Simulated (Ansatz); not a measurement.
# Reading EPR parameters

A crystal has the composition K2MF6, where M is a 3d element. A calculation (PBE+U, spin-orbit coupling in second variation, Ansatz) gives:

- S: 3/2
- g: 1.9942 (isotropic)
- moment in its sphere: 2.52 μB

**Question.** Which ion is it, and why?

The crystal is K2MnF6, space group Fm-3m. The spin sits on Mn, with 6 F at 1.81 Å round it. With the usual charges of the other elements M must be +4. High-spin ions of that charge with S = 3/2 are d3 and d7, Mn and Cu; the sign of the g shift picks Mn⁴⁺ d³. Low-spin ions are left aside. The shift is negative: in a shell less than half full the orbital moment opposes the spin.

[Hosts, paths, dates, database ids (printed as entryN), source tags and the programs' standing remarks are cut or masked in the printed files.]
